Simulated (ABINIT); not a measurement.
## BeH2 (Fm-3m): zone-centre phonons

Aim: the zone-centre modes of BeH2 (Fm-3m).

Calculated with ABINIT 10.8.3; DFT LDA, scalar-relativistic, plane waves, HGH norm-conserving pseudopotentials.

The structure was built from a prototype and need not be the compound's stable phase.

## (1) The starting structure

It takes space group Fm-3m (No. 225, cubic). Conventional cell: a = 4.401 Å, b = 4.401 Å, c = 4.401 Å, α = 90.00°, β = 90.00°, γ = 90.00°. Nearest to Be lie 8 H at 1.91 Å. Nearest to H lie 4 Be at 1.91 Å. Farther neighbours are not listed.

## (2) A probe with smearing

A first run with smearing and empty bands tells whether the crystal has a gap, which decides between fixed occupations and smearing later on.

Input file probe.abi:

```
# ground state
tolvrs 1.0d-08
prtden 1
prtwf 1

# basis, mesh and filling
ecut 40.0
ixc 7
ngkpt 8 8 8
nshiftk 1
shiftk 0.0 0.0 0.0
istwfk *1
occopt 7
tsmear 0.005
nband 7
nstep 100
diemac 9.0
prtebands 0
prtgsr 0

# cell and atoms
acell 5.880196186 5.880196186 5.880196186
rprim 
    0.0 0.7071067812 0.7071067812
    0.7071067812 0.0 0.7071067812
    0.7071067812 0.7071067812 0.0
ntypat 2
znucl 4 1
natom 3
typat 1 2 2
xred 
    0.0 0.0 0.0
    0.25 0.25 0.25
    0.75 0.75 0.75
pp_dirpath "./pseudo"
pseudos "Be.hgh, H.hgh"
```

Started as:

```
OMP_NUM_THREADS=1 mpirun -n 2 abinit probe.abi > probe.log
```

Numbers of over 12 decimals in the logs are rounded to 6 here.

probe.abo, the main output file:

```text
[banners, grids, parts of the stress and lines that vanish by symmetry left out]
- input  file    -> probe.abi
- output file    -> probe.abo
- root for input  files -> probei
[...]
Symmetries : space group Fm -3 m (#225); Bravais cF (face-center cubic)
[...]
mpw =        1807          nfft =       46656          nkpt =          29
[...]
== DATASET  1 ==================================================================
[...]
cutoff_energies: {ecut:  40.0, pawecutdg:  -1.0, }
[...]
Exchange-correlation functional for the present dataset will be:
  LDA: Perdew-Wang 92 LSD fit to Ceperley-Alder data - ixc=7
[...]
ETOT  1  -2.224798    -2.225E+00 4.870E-02 7.225E+00
 ETOT  2  -2.230150    -5.352E-03 4.468E-04 1.892E-01
 ETOT  3  -2.230158    -7.795E-06 4.076E-04 4.392E-03
 ETOT  4  -2.230158    -2.740E-07 4.119E-05 1.448E-04
 ETOT  5  -2.230158    -9.241E-09 1.099E-04 1.160E-06
 ETOT  6  -2.230158    -4.725E-11 2.231E-05 6.739E-09
 At SCF step    6       vres2   =  6.74E-09 < tolvrs=  1.00E-08 =>converged.
[...]
sigma(1 1)=  6.75390687E-04  sigma(3 2)=  0.00000000E+00
  sigma(2 2)=  6.75390687E-04  sigma(3 1)=  0.00000000E+00
  sigma(3 3)=  6.75390687E-04  sigma(2 1)=  0.00000000E+00
[...]
convergence: {deltae: -4.725E-11, res2:  6.739E-09, residm:  2.231E-05, diffor: null, }
etotal    :  -2.23015781E+00
[...]
sigma(1 1)=  6.75390687E-04  sigma(3 2)=  0.00000000E+00
  sigma(2 2)=  6.75390687E-04  sigma(3 1)=  0.00000000E+00
  sigma(3 3)=  6.75390687E-04  sigma(2 1)=  0.00000000E+00
[...]
- sigma(1 1)=  1.98706801E+01  sigma(3 2)=  0.00000000E+00
- sigma(2 2)=  1.98706801E+01  sigma(3 1)=  0.00000000E+00
- sigma(3 3)=  1.98706801E+01  sigma(2 1)=  0.00000000E+00
[...]
fcart     -0.0000000000E+00 -0.0000000000E+00 -0.0000000000E+00
           strten      6.7539068736E-04  6.7539068736E-04  6.7539068736E-04
================================================================================

[key lines of the parts left out:]
pressure_GPa:  -1.9871E+01
```

It took 4.1 s on 2 MPI ranks of Intel Xeon Platinum 8488C (Sapphire Rapids), shared host.

Read from the output:

- volume per atom: 7.101 Å³
- pressure: -19.87 GPa
- gap on the k-mesh: 0 eV

No gap opens on this mesh, so smearing is kept; the printed pressure holds the stress of the finite basis too.

## (3) Rough relaxation

The typed start is rough, so a first relaxation with smearing and loose thresholds takes it towards rest cheaply.

Input file prerelax.abi:

```
# relaxation
ionmov 2
optcell 2
dilatmx 1.15
chkdilatmx 0
ntime 40
tolmxf 3.0d-04
tolvrs 1.0d-10
prtwf 0
prtden 0
chksymtnons 0

# basis, mesh and filling
ecut 40.0
ecutsm 3.0
ixc 7
ngkpt 6 6 6
nshiftk 1
shiftk 0.0 0.0 0.0
istwfk *1
occopt 7
tsmear 0.005
nband 7
nstep 100
diemac 1000000.0
prtebands 0
prtgsr 0

# cell and atoms
acell 5.880196186 5.880196186 5.880196186
rprim 
    0.0 0.7071067812 0.7071067812
    0.7071067812 0.0 0.7071067812
    0.7071067812 0.7071067812 0.0
ntypat 2
znucl 4 1
natom 3
typat 1 2 2
xred 
    0.0 0.0 0.0
    0.25 0.25 0.25
    0.75 0.75 0.75
pp_dirpath "./pseudo"
pseudos "Be.hgh, H.hgh"
```

Started as:

```
OMP_NUM_THREADS=1 mpirun -n 2 abinit prerelax.abi > prerelax.log
```

prerelax.abo, the main output file:

```text
[banners, grids, parts of the stress and lines that vanish by symmetry left out]
- input  file    -> prerelax.abi
- output file    -> prerelax.abo
- root for input  files -> prerelaxi
[...]
Symmetries : space group Fm -3 m (#225); Bravais cF (face-center cubic)
[...]
mpw =        2685          nfft =       64000          nkpt =          16
[...]
== DATASET  1 ==================================================================
[...]
cutoff_energies: {ecut:  40.0, pawecutdg:  -1.0, }
[...]
Exchange-correlation functional for the present dataset will be:
  LDA: Perdew-Wang 92 LSD fit to Ceperley-Alder data - ixc=7
[...]
ETOT  1  -2.225476    -2.225E+00 2.585E-02 1.063E+01
 ETOT  2  -2.230216    -4.740E-03 9.949E-04 3.066E-01
 ETOT  3  -2.230225    -8.799E-06 1.091E-04 1.158E-02
 ETOT  4  -2.230225    -4.032E-07 3.145E-05 3.995E-04
 ETOT  5  -2.230225    -1.437E-08 5.051E-06 2.707E-06
[...]
ETOT  5  -2.248567    -5.684E-14 1.038E-08 5.554E-12
 At SCF step    5       vres2   =  5.55E-12 < tolvrs=  1.00E-10 =>converged.
[...]
sigma(1 1)= -1.22834985E-07  sigma(3 2)=  0.00000000E+00
  sigma(2 2)= -1.22834985E-07  sigma(3 1)=  0.00000000E+00
  sigma(3 3)= -1.22834985E-07  sigma(2 1)=  0.00000000E+00
[...]
convergence: {deltae: -5.684E-14, res2:  5.554E-12, residm:  1.038E-08, diffor: null, }
etotal    :  -2.24856655E+00
[...]
At Broyd/MD step   6, gradients are converged :
[...]
sigma(1 1)= -1.22834985E-07  sigma(3 2)=  0.00000000E+00
  sigma(2 2)= -1.22834985E-07  sigma(3 1)=  0.00000000E+00
  sigma(3 3)= -1.22834985E-07  sigma(2 1)=  0.00000000E+00
[...]
- sigma(1 1)= -3.61393002E-03  sigma(3 2)=  0.00000000E+00
- sigma(2 2)= -3.61393002E-03  sigma(3 1)=  0.00000000E+00
- sigma(3 3)= -3.61393002E-03  sigma(2 1)=  0.00000000E+00
[...]
fcart     -0.0000000000E+00 -0.0000000000E+00 -0.0000000000E+00
           strten     -1.2283498485E-07 -1.2283498485E-07 -1.2283498485E-07
================================================================================

[key lines of the parts left out:]
pressure_GPa:   3.6139E-03
Total energy (etotal) [Ha]= -2.24856655229979E+00
```

The job ended after 14 s (2 MPI ranks).

Relaxation path:

```
step  energy less that of the first step (eV)  largest force (eV/Å)  volume (Å³)
   1                                   0.0000                0.0000        21.30
   2                                  -0.1427                0.0000        20.07
   3                                  -0.4446                0.0000        13.29
   4                                  -0.4961                0.0000        15.23
   5                                  -0.4991                0.0000        14.86
   6                                  -0.4991                0.0000        14.83
```

```
conventional cell, symmetrised  before  after   change
                         a (Å)   4.401  3.900  -11.4 %
                         b (Å)   4.401  3.900  -11.4 %
                         c (Å)   4.401  3.900  -11.4 %
              volume (Å³/atom)    7.10   4.94  -30.4 %
```

The relaxed structure:

```xyz
3
Lattice="0.0000 1.9499 1.9499 1.9499 0.0000 1.9499 1.9499 1.9499 0.0000" Properties=species:S:1:pos:R:3 pbc="T T T"
Be    0.0000    0.0000    0.0000
H     0.9750    0.9750    0.9750
H     2.9249    2.9249    2.9249
```

Read from the output:

- volume per atom: 4.943 Å³
- pressure: 0.003614 GPa

The volume changes by -30.4 % in this run and stands -30.4 % from the first cell.

## (4) Rough relaxation

The cell changed much, so the rough relaxation is repeated on a basis made for the new cell.

prerelax.abi: that of step 3 with these lines changed.

```diff
@@ -16,3 +16,3 @@
 ixc 7
-ngkpt 6 6 6
+ngkpt 8 8 8
 nshiftk 1
@@ -29,3 +29,3 @@
 # cell and atoms
-acell 5.880196186 5.880196186 5.880196186
+acell 5.211086927 5.211086927 5.211086927
 rprim
```

prerelax.abo, the main output file:

```text
[banners, grids, parts of the stress and lines that vanish by symmetry left out]
- input  file    -> prerelax.abi
- output file    -> prerelax.abo
- root for input  files -> prerelaxi
[...]
Symmetries : space group Fm -3 m (#225); Bravais cF (face-center cubic)
[...]
mpw =        1862          nfft =       46656          nkpt =          29
[...]
== DATASET  1 ==================================================================
[...]
cutoff_energies: {ecut:  40.0, pawecutdg:  -1.0, }
[...]
Exchange-correlation functional for the present dataset will be:
  LDA: Perdew-Wang 92 LSD fit to Ceperley-Alder data - ixc=7
[...]
ETOT  1  -2.241440    -2.241E+00 2.616E-02 1.232E+01
 ETOT  2  -2.248084    -6.643E-03 5.073E-04 2.131E-01
 ETOT  3  -2.248089    -5.675E-06 4.333E-04 6.834E-03
 ETOT  4  -2.248090    -2.401E-07 4.059E-04 6.992E-05
 ETOT  5  -2.248090    -2.729E-09 1.185E-04 9.610E-08
[...]
ETOT  5  -2.248091    -6.350E-14 3.617E-06 2.174E-12
 At SCF step    5       vres2   =  2.17E-12 < tolvrs=  1.00E-10 =>converged.
[...]
sigma(1 1)=  8.13962963E-10  sigma(3 2)=  0.00000000E+00
  sigma(2 2)=  8.13962963E-10  sigma(3 1)=  0.00000000E+00
  sigma(3 3)=  8.13962963E-10  sigma(2 1)=  0.00000000E+00
[...]
convergence: {deltae: -6.350E-14, res2:  2.174E-12, residm:  3.617E-06, diffor: null, }
etotal    :  -2.24809074E+00
[...]
At Broyd/MD step   3, gradients are converged :
[...]
sigma(1 1)=  8.13962963E-10  sigma(3 2)=  0.00000000E+00
  sigma(2 2)=  8.13962963E-10  sigma(3 1)=  0.00000000E+00
  sigma(3 3)=  8.13962963E-10  sigma(2 1)=  0.00000000E+00
[...]
- sigma(1 1)=  2.39476172E-05  sigma(3 2)=  0.00000000E+00
- sigma(2 2)=  2.39476172E-05  sigma(3 1)=  0.00000000E+00
- sigma(3 3)=  2.39476172E-05  sigma(2 1)=  0.00000000E+00
[...]
fcart     -0.0000000000E+00 -0.0000000000E+00 -0.0000000000E+00
           strten      8.1396296279E-10  8.1396296279E-10  8.1396296300E-10
================================================================================

[key lines of the parts left out:]
pressure_GPa:  -2.3948E-05
Total energy (etotal) [Ha]= -2.24809074157538E+00
```

Elapsed: 9.4 s, on 2 MPI ranks; 17 s of CPU time.

Little changed from the start: no atom moved by 0.005 Å and no cell edge by 0.1 %.

This step gave:

```
volume per atom : 4.955 Å³
pressure        : -2.39e-5 GPa
```

The volume changes by +0.3 % in this run and stands -30.2 % from the first cell.

## (5) Relaxing the cell and atoms

The harmonic expansion needs vanishing forces, and a free crystal bears no stress, so cell and atoms are brought to rest. Stress is more sensitive to the basis than forces are: the last 3 Ha under the cutoff are smoothed with ecutsm, and the cutoff is raised above that of the later runs.

Input file relax.abi:

```
# relaxation
ionmov 2
optcell 2
dilatmx 1.08
ntime 40
tolmxf 1.0d-05
tolvrs 1.0d-14
prtwf 0
prtden 0
chksymtnons 0

# basis, mesh and filling
ecut 49.0
ecutsm 3.0
ixc 7
ngkpt 12 12 12
nshiftk 1
shiftk 0.0 0.0 0.0
istwfk *1
occopt 6
tsmear 0.01
nband 7
nstep 100
diemac 1000000.0
prtebands 0
prtgsr 0

# cell and atoms
acell 5.215563158 5.215563158 5.215563158
rprim 
    0.0 0.7071067812 0.7071067812
    0.7071067812 0.0 0.7071067812
    0.7071067812 0.7071067812 0.0
ntypat 2
znucl 4 1
natom 3
typat 1 2 2
xred 
    0.0 0.0 0.0
    0.25 0.25 0.25
    0.75 0.75 0.75
pp_dirpath "./pseudo"
pseudos "Be.hgh, H.hgh"
```

Started as:

```
OMP_NUM_THREADS=1 mpirun -n 2 abinit relax.abi > relax.log
```

relax.abo, the main output file:

```text
[banners, grids, parts of the stress and lines that vanish by symmetry left out]
- input  file    -> relax.abi
- output file    -> relax.abo
- root for input  files -> relaxi
[...]
Symmetries : space group Fm -3 m (#225); Bravais cF (face-center cubic)
[...]
mpw =        2120          nfft =       46656          nkpt =          72
[...]
== DATASET  1 ==================================================================
[...]
cutoff_energies: {ecut:  49.0, pawecutdg:  -1.0, }
[...]
Exchange-correlation functional for the present dataset will be:
  LDA: Perdew-Wang 92 LSD fit to Ceperley-Alder data - ixc=7
[...]
ETOT  1  -2.241299    -2.241E+00 4.199E-02 1.340E+01
 ETOT  2  -2.248875    -7.575E-03 1.152E-03 2.171E-01
 ETOT  3  -2.248881    -6.701E-06 4.735E-04 7.811E-03
 ETOT  4  -2.248882    -3.053E-07 7.050E-04 1.188E-04
 ETOT  5  -2.248882    -5.007E-09 8.745E-05 1.588E-07
[...]
At SCF step    8       vres2   =  2.07E-15 < tolvrs=  1.00E-14 =>converged.
[...]
sigma(1 1)= -7.83895568E-07  sigma(3 2)=  0.00000000E+00
  sigma(2 2)= -7.83895568E-07  sigma(3 1)=  0.00000000E+00
  sigma(3 3)= -7.83895568E-07  sigma(2 1)=  0.00000000E+00
[...]
convergence: {deltae:  5.018E-14, res2:  2.069E-15, residm:  1.571E-05, diffor: null, }
etotal    :  -2.24888160E+00
[...]
ETOT  1  -2.248882    -2.249E+00 9.317E-06 1.593E-06
[...]
At SCF step    5       vres2   =  4.38E-15 < tolvrs=  1.00E-14 =>converged.
[...]
sigma(1 1)= -5.63404070E-07  sigma(3 2)=  0.00000000E+00
  sigma(2 2)= -5.63404070E-07  sigma(3 1)=  0.00000000E+00
  sigma(3 3)= -5.63404070E-07  sigma(2 1)=  0.00000000E+00
[...]
convergence: {deltae: -3.597E-14, res2:  4.375E-15, residm:  1.245E-06, diffor: null, }
etotal    :  -2.24888160E+00
[...]
ETOT  1  -2.248882    -2.249E+00 8.711E-07 1.040E-05
[...]
ETOT  5  -2.248882     3.908E-14 1.449E-06 2.860E-14
 ETOT  6  -2.248882    -5.240E-14 1.670E-07 5.374E-17
 At SCF step    6       vres2   =  5.37E-17 < tolvrs=  1.00E-14 =>converged.
[...]
sigma(1 1)=  2.44908241E-11  sigma(3 2)=  0.00000000E+00
  sigma(2 2)=  2.44908245E-11  sigma(3 1)=  0.00000000E+00
  sigma(3 3)=  2.44908245E-11  sigma(2 1)=  0.00000000E+00
[...]
convergence: {deltae: -5.240E-14, res2:  5.374E-17, residm:  1.670E-07, diffor: null, }
etotal    :  -2.24888161E+00
[...]
At Broyd/MD step   3, gradients are converged :
[...]
sigma(1 1)=  2.44908241E-11  sigma(3 2)=  0.00000000E+00
  sigma(2 2)=  2.44908245E-11  sigma(3 1)=  0.00000000E+00
  sigma(3 3)=  2.44908245E-11  sigma(2 1)=  0.00000000E+00
[...]
- sigma(1 1)=  7.20544921E-07  sigma(3 2)=  0.00000000E+00
- sigma(2 2)=  7.20544934E-07  sigma(3 1)=  0.00000000E+00
- sigma(3 3)=  7.20544934E-07  sigma(2 1)=  0.00000000E+00
[...]
fcart     -0.0000000000E+00 -0.0000000000E+00 -0.0000000000E+00
           strten      2.4490824082E-11  2.4490824516E-11  2.4490824516E-11
================================================================================

[key lines of the parts left out:]
pressure_GPa:  -7.2054E-07
Total energy (etotal) [Ha]= -2.24888160623167E+00
```

Run time: 23 s. Hardware: 2 MPI ranks.

Little changed from the start: no atom moved by 0.005 Å and no cell edge by 0.1 %.

Read from the output:

| Item | Value |
| --- | --- |
| volume per atom | 4.957 Å³ |
| pressure | -7.21e-7 GPa |

The volume changes by +0.0 % in this run and stands -30.2 % from the first cell.

## (6) Ground state

First-order wavefunctions inherit every error of the ground state, hence the very tight tolvrs. Smearing stays on, as the first look found no gap above 0.3 eV.

Input file gs.abi:

```
# ground state
tolvrs 1.0d-16
prtden 1
prtwf 1

# basis, mesh and filling
ecut 40.0
ixc 7
ngkpt 12 12 12
nshiftk 1
shiftk 0.0 0.0 0.0
istwfk *1
occopt 6
tsmear 0.01
nband 7
nstep 100
diemac 1000000.0
prtebands 0
prtgsr 0

# cell and atoms
acell 5.215999297 5.215999297 5.215999297
rprim 
    0.0 0.7071067812 0.7071067812
    0.7071067812 0.0 0.7071067812
    0.7071067812 0.7071067812 0.0
ntypat 2
znucl 4 1
natom 3
typat 1 2 2
xred 
    0.0 0.0 0.0
    0.25 0.25 0.25
    0.75 0.75 0.75
pp_dirpath "./pseudo"
pseudos "Be.hgh, H.hgh"
```

Started as:

```
OMP_NUM_THREADS=1 mpirun -n 2 abinit gs.abi > gs.log
```

gs.abo, the main output file:

```text
[banners, grids, parts of the stress and lines that vanish by symmetry left out]
- input  file    -> gs.abi
- output file    -> gs.abo
- root for input  files -> gsi
[...]
Symmetries : space group Fm -3 m (#225); Bravais cF (face-center cubic)
[...]
mpw =        1243          nfft =       27000          nkpt =          72
[...]
== DATASET  1 ==================================================================
[...]
cutoff_energies: {ecut:  40.0, pawecutdg:  -1.0, }
[...]
Exchange-correlation functional for the present dataset will be:
  LDA: Perdew-Wang 92 LSD fit to Ceperley-Alder data - ixc=7
[...]
ETOT  1  -2.240978    -2.241E+00 4.253E-02 7.728E+00
 ETOT  2  -2.247996    -7.017E-03 6.904E-04 1.306E-01
 ETOT  3  -2.248003    -7.353E-06 2.763E-04 4.852E-03
 ETOT  4  -2.248003    -3.302E-07 2.678E-04 7.197E-05
 ETOT  5  -2.248003    -5.209E-09 5.056E-05 9.035E-08
 ETOT  6  -2.248003    -4.133E-12 6.684E-05 5.172E-10
 ETOT  7  -2.248003    -2.531E-14 1.104E-05 1.763E-12
 ETOT  8  -2.248003    -3.020E-14 1.768E-05 1.338E-15
 ETOT  9  -2.248003    -7.550E-15 5.124E-06 4.924E-19
 At SCF step    9       vres2   =  4.92E-19 < tolvrs=  1.00E-16 =>converged.
[...]
sigma(1 1)=  3.68727483E-05  sigma(3 2)=  0.00000000E+00
  sigma(2 2)=  3.68727483E-05  sigma(3 1)=  0.00000000E+00
  sigma(3 3)=  3.68727483E-05  sigma(2 1)=  0.00000000E+00
[...]
convergence: {deltae: -7.550E-15, res2:  4.924E-19, residm:  5.124E-06, diffor: null, }
etotal    :  -2.24800348E+00
[...]
sigma(1 1)=  3.68727483E-05  sigma(3 2)=  0.00000000E+00
  sigma(2 2)=  3.68727483E-05  sigma(3 1)=  0.00000000E+00
  sigma(3 3)=  3.68727483E-05  sigma(2 1)=  0.00000000E+00
[...]
- sigma(1 1)=  1.08483371E+00  sigma(3 2)=  0.00000000E+00
- sigma(2 2)=  1.08483371E+00  sigma(3 1)=  0.00000000E+00
- sigma(3 3)=  1.08483371E+00  sigma(2 1)=  0.00000000E+00
[...]
fcart     -0.0000000000E+00 -0.0000000000E+00 -0.0000000000E+00
           strten      3.6872748267E-05  3.6872748267E-05  3.6872748267E-05
================================================================================

[key lines of the parts left out:]
pressure_GPa:  -1.0848E+00
```

Elapsed: 7 s, on 2 MPI ranks; 12 s of CPU time.

This step gave:

- pressure: -1.085 GPa

The cell stands at -1.1 GPa: the relaxation ran with a smoothed and higher cutoff, and the difference is a stress of the finite basis.

(Part 1 of 3 ends here.)

[Host names and launcher messages were left out of these logs when they were recorded.]

[Logs are printed without paths, hosts, clocks, repeated set-up lines and the standing remarks that a program may print on its own settings, such as how far it seeks lower states.]

[Hosts, paths, dates, database ids (printed as entryN), source tags and the programs' standing remarks are cut or masked in the printed files.]
